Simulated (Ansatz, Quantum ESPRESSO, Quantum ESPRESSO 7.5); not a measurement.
## Evanescent states of BN, zinc blende type, lattice constant set to 3.646 Å

Wanted: the complex band structure of BN, zinc blende type, lattice constant set to 3.646 Å, as for a tunnel barrier.

Method: plane-wave DFT, LDA, GBRV ultrasoft pseudopotentials (cross-check by Ansatz 0.2.0 with PAW datasets), in Quantum ESPRESSO 7.5.

## (1) The structure

Symmetry: F-43m, No. 216, cubic system. Conventional cell: a = 3.646 Å, b = 3.646 Å, c = 3.646 Å, α = 90.00°, β = 90.00°, γ = 90.00°. Nearest to B lie 4 N at 1.58 Å. Nearest to N lie 4 B at 1.58 Å. Farther neighbours and most contacts between anions are not listed.

## (2) SCF with pw.x

pwcond needs a cell whose third axis lies along the current and stands perpendicular to the other two.

Contents of scf.in:

```
&control
  prefix = 'scf'
  outdir = './out'
  pseudo_dir = './pseudo'
  calculation = 'scf'
  tprnfor = .true.
/
&system
  ibrav = 0
  nat = 4
  ntyp = 2
  ecutwfc = 40
  ecutrho = 200
  occupations = 'fixed'
  nbnd = 12
/
&electrons
  conv_thr = 1e-09
  mixing_beta = 0.6
  electron_maxstep = 120
/
ATOMIC_SPECIES
  B   10.8100  b_lda_v1.4.uspp.F.UPF
  N   14.0070  n_lda_v1.2.uspp.F.UPF
CELL_PARAMETERS angstrom
  2.57811132420615 0.00000000000000 0.00000000000000
  0.00000000000000 2.57811132420615 0.00000000000000
  0.00000000000000 0.00000000000000 3.64600000000000
ATOMIC_POSITIONS crystal
  B   0.000000000000 0.000000000000 0.000000000000
  N   0.500000000000 0.000000000000 0.250000000000
  B   0.500000000000 0.500000000000 0.500000000000
  N   0.000000000000 0.500000000000 0.750000000000
K_POINTS automatic
  8 8 6 0 0 0
```

Command:

```bash
$ OMP_NUM_THREADS=1 mpirun -n 2 pw.x -nk 2 -in scf.in > scf.out
```

Log:

```text
Program PWSCF v.7.5 starts
[citation notice left out]

     Parallel version (MPI & OpenMP), running on       2 processor cores
     Number of MPI processes:                 2
     Threads/MPI process:                     1

     MPI processes distributed on     1 nodes
[...]
Current dimensions of program PWSCF are:
     Max number of different atomic species (ntypx) = 10
     Max number of k-points (npk) =  40000
     Max angular momentum in pseudopotentials (lmaxx) =  4
     Found identity + ( -0.5000 -0.5000 -0.5000) symmetry
     This is a supercell, fractional translations are disabled
     Message from routine setup:
     using ibrav=0 with symmetry is DISCOURAGED, use correct ibrav instead

     K-points division:     npool     =       2
     Subspace diagonalization in iterative solution of the eigenvalue problem:
     a serial algorithm will be used

     G-vector sticks info
     --------------------
     sticks:   dense  smooth     PW     G-vecs:    dense   smooth      PW
     Sum         373     293    101                 7731     5519    1061

     Using Slab Decomposition

     bravais-lattice index     =            0
     lattice parameter (alat)  =       4.8719  a.u.
     unit-cell volume          =     163.5372 (a.u.)^3
     number of atoms/cell      =            4
     number of atomic types    =            2
     number of electrons       =        16.00
     number of Kohn-Sham states=           12
     kinetic-energy cutoff     =      40.0000  Ry
     charge density cutoff     =     200.0000  Ry
     scf convergence threshold =      1.0E-09
     mixing beta               =       0.6000
     number of iterations used =            8  plain     mixing
     Exchange-correlation= SLA  PZ   NOGX NOGC
                           (   1   1   0   0   0   0   0)

     celldm(1)=   4.871924  celldm(2)=   0.000000  celldm(3)=   0.000000
     celldm(4)=   0.000000  celldm(5)=   0.000000  celldm(6)=   0.000000

     crystal axes: (cart. coord. in units of alat)
               a(1) = (   1.000000   0.000000   0.000000 )
               a(2) = (   0.000000   1.000000   0.000000 )
               a(3) = (   0.000000   0.000000   1.414214 )

     reciprocal axes: (cart. coord. in units 2 pi/alat)
               b(1) = (  1.000000  0.000000  0.000000 )
               b(2) = (  0.000000  1.000000  0.000000 )
               b(3) = (  0.000000  0.000000  0.707107 )

     PseudoPot. # 1 for B  read from file:
     ./pseudo/b_lda_v1.4.uspp.F.UPF
     Pseudo is Ultrasoft + core correction, Zval =  3.0
     Generated by new atomic code, or converted to UPF format
     Using radial grid of  781 points,  4 beta functions with:
                l(1) =   0
                l(2) =   0
                l(3) =   1
                l(4) =   1
     Q(r) pseudized with  8 coefficients,  rinner =    1.100   1.100   1.100

     PseudoPot. # 2 for N  read from file:
     ./pseudo/n_lda_v1.2.uspp.F.UPF
     Pseudo is Ultrasoft + core correction, Zval =  5.0
     Generated by new atomic code, or converted to UPF format
     Using radial grid of  729 points,  4 beta functions with:
                l(1) =   0
                l(2) =   0
                l(3) =   1
                l(4) =   1
     Q(r) pseudized with  8 coefficients,  rinner =    0.900   0.900   0.900

     atomic species   valence    mass     pseudopotential
     B                 3.00    10.81000     B ( 1.00)
     N                 5.00    14.00700     N ( 1.00)

      8 Sym. Ops. (no inversion) found

   Cartesian axes

     site n.     atom                  positions (alat units)
         1        B      tau(   1) = (   0.0000000   0.0000000   0.0000000  )
         2        N      tau(   2) = (   0.5000000   0.0000000   0.3535534  )
         3        B      tau(   3) = (   0.5000000   0.5000000   0.7071068  )
         4        N      tau(   4) = (   0.0000000   0.5000000   1.0606602  )

     number of k points=    60
                       cart. coord. in units 2pi/alat
        k(    1) = (   0.0000000   0.0000000   0.0000000), wk =   0.0052083
        k(    2) = (   0.0000000   0.0000000   0.1178511), wk =   0.0104167
        k(    3) = (   0.0000000   0.0000000   0.2357023), wk =   0.0104167
        k(    4) = (   0.0000000   0.0000000  -0.3535534), wk =   0.0052083
        k(    5) = (   0.0000000   0.1250000   0.0000000), wk =   0.0208333
        k(    6) = (   0.0000000   0.1250000   0.1178511), wk =   0.0416667
        k(    7) = (   0.0000000   0.1250000   0.2357023), wk =   0.0416667
        k(    8) = (   0.0000000   0.1250000  -0.3535534), wk =   0.0208333
        k(    9) = (   0.0000000   0.2500000   0.0000000), wk =   0.0208333
        k(   10) = (   0.0000000   0.2500000   0.1178511), wk =   0.0416667
[...]
k(   60) = (  -0.5000000  -0.5000000  -0.3535534), wk =   0.0052083

     Dense  grid:     7731 G-vectors     FFT dimensions: (  24,  24,  32)

     Smooth grid:     5519 G-vectors     FFT dimensions: (  20,  20,  27)

     Estimated max dynamical RAM per process >      12.49 MB

     Estimated total dynamical RAM >      23.09 MB

     Initial potential from superposition of free atoms

     starting charge      15.9995, renormalised to      16.0000
     Starting wfcs are   16 randomized atomic wfcs

     total cpu time spent up to now is        1.0 secs

     per-process dynamical memory:    14.1 Mb

     Self-consistent Calculation

     iteration #  1     ecut=    40.00 Ry     beta= 0.60
     Davidson diagonalization with overlap
     ethr =  1.00E-02,  avg # of iterations =  2.6

     total cpu time spent up to now is        1.3 secs

     total energy              =     -53.36258357 Ry
     estimated scf accuracy    <       0.44324799 Ry

     iteration #  2     ecut=    40.00 Ry     beta= 0.60
[...]
total energy              =     -53.46909688 Ry
     estimated scf accuracy    <       0.08918403 Ry

     iteration #  3     ecut=    40.00 Ry     beta= 0.60
[...]
total energy              =     -53.48085918 Ry
     estimated scf accuracy    <       0.00354194 Ry

     iteration #  4     ecut=    40.00 Ry     beta= 0.60
[...]
total energy              =     -53.48136303 Ry
     estimated scf accuracy    <       0.00083401 Ry

     iteration #  5     ecut=    40.00 Ry     beta= 0.60
[...]
total energy              =     -53.48158695 Ry
     estimated scf accuracy    <       0.00049210 Ry

     iteration #  6     ecut=    40.00 Ry     beta= 0.60
[...]
total energy              =     -53.48167638 Ry
     estimated scf accuracy    <       0.00000013 Ry

     iteration #  7     ecut=    40.00 Ry     beta= 0.60
[...]
total energy              =     -53.48167798 Ry
     estimated scf accuracy    <       0.00000129 Ry

     iteration #  8     ecut=    40.00 Ry     beta= 0.60
[...]
total energy              =     -53.48167810 Ry
     estimated scf accuracy    <       0.00000007 Ry

     iteration #  9     ecut=    40.00 Ry     beta= 0.60
[...]
End of self-consistent calculation

          k = 0.0000 0.0000 0.0000 (   681 PWs)   bands (ev):

    -9.2668  -3.7596   1.7933   5.7122   5.7122  10.5163  10.5163  10.5163
    14.8317  19.0941  19.0941  19.0942

          k = 0.0000 0.0000 0.1179 (   686 PWs)   bands (ev):

    -9.0454  -4.5222   2.7156   5.9298   5.9298   9.9393   9.9796   9.9796
    15.1663  18.7517  19.8086  19.8086

          k = 0.0000 0.0000 0.2357 (   686 PWs)   bands (ev):

    -8.3906  -5.9661   4.6055   6.5668   6.5668   8.5045   8.8030   8.8030
    16.0448  18.0463  20.5731  21.5053

          k = 0.0000 0.0000-0.3536 (   686 PWs)   bands (ev):

    -7.3358  -7.3358   6.6400   6.6400   7.5675   7.5675   7.5675   7.5675
    17.1117  17.1117  21.7775  21.7775

          k = 0.0000 0.1250 0.0000 (   694 PWs)   bands (ev):

    -9.0180  -3.6862   2.0018   4.6648   5.9217   9.4158   9.8951  10.4221
    15.7660  19.2956  19.2990  19.7692

          k = 0.0000 0.1250 0.1179 (   685 PWs)   bands (ev):

    -8.7987  -4.3914   2.6881   5.0785   6.1323   8.3244   9.9448  10.1380
    16.0756  19.4192  19.7282  19.9043

[...]
highest occupied, lowest unoccupied level (ev):    10.5163   14.8317

!    total energy              =     -53.48167811 Ry
     estimated scf accuracy    <          2.0E-10 Ry

     The total energy is the sum of the following terms:
     one-electron contribution =       8.41656052 Ry
     hartree contribution      =       7.24455807 Ry
     xc contribution           =     -16.90914828 Ry
     ewald contribution        =     -52.23364842 Ry

     convergence has been achieved in   9 iterations

     Forces acting on atoms (cartesian axes, Ry/au):

     atom    1 type  1   force =     0.00000000    0.00000000    0.00000000
     atom    2 type  2   force =     0.00000000    0.00000000    0.00000011
     atom    3 type  1   force =     0.00000000    0.00000000    0.00000000
     atom    4 type  2   force =     0.00000000    0.00000000   -0.00000011

     Total force =     0.000000     Total SCF correction =     0.000000
     SCF correction compared to forces is large: reduce conv_thr to get better values

[...]
=------------------------------------------------------------------------------=
   JOB DONE.
=------------------------------------------------------------------------------=
```

The job ended after 4.1 s (2 MPI ranks of Intel Xeon Platinum 8259CL at 2.50GHz (Skylake/Cascade Lake), shared host; peak memory 0.12 GiB).

Numbers from this step:

| Quantity | Value |
| --- | --- |
| free energy | -727.6553 eV |
| valence top, on the run's zero | 10.52 eV |
| conduction bottom, on the run's zero | 14.83 eV |
| gap by band count | 4.315 eV |

The run needed 9 iterations to bring the estimated error under 1e-09 Ry.

[end of part 1 of 4]

[Logs are printed without paths, hosts, clocks, repeated set-up lines and the standing remarks that a program may print on its own settings, such as how far it seeks lower states.]

[Hosts, paths, dates, database ids (printed as entryN), source tags and the programs' standing remarks are cut or masked in the printed files.]

[Maps of the electrostatic potential energy from Ansatz leave out the sawtooth potential of an applied field or a dipole correction, so their vacuum need not be flat; planar profiles and work functions include it.]
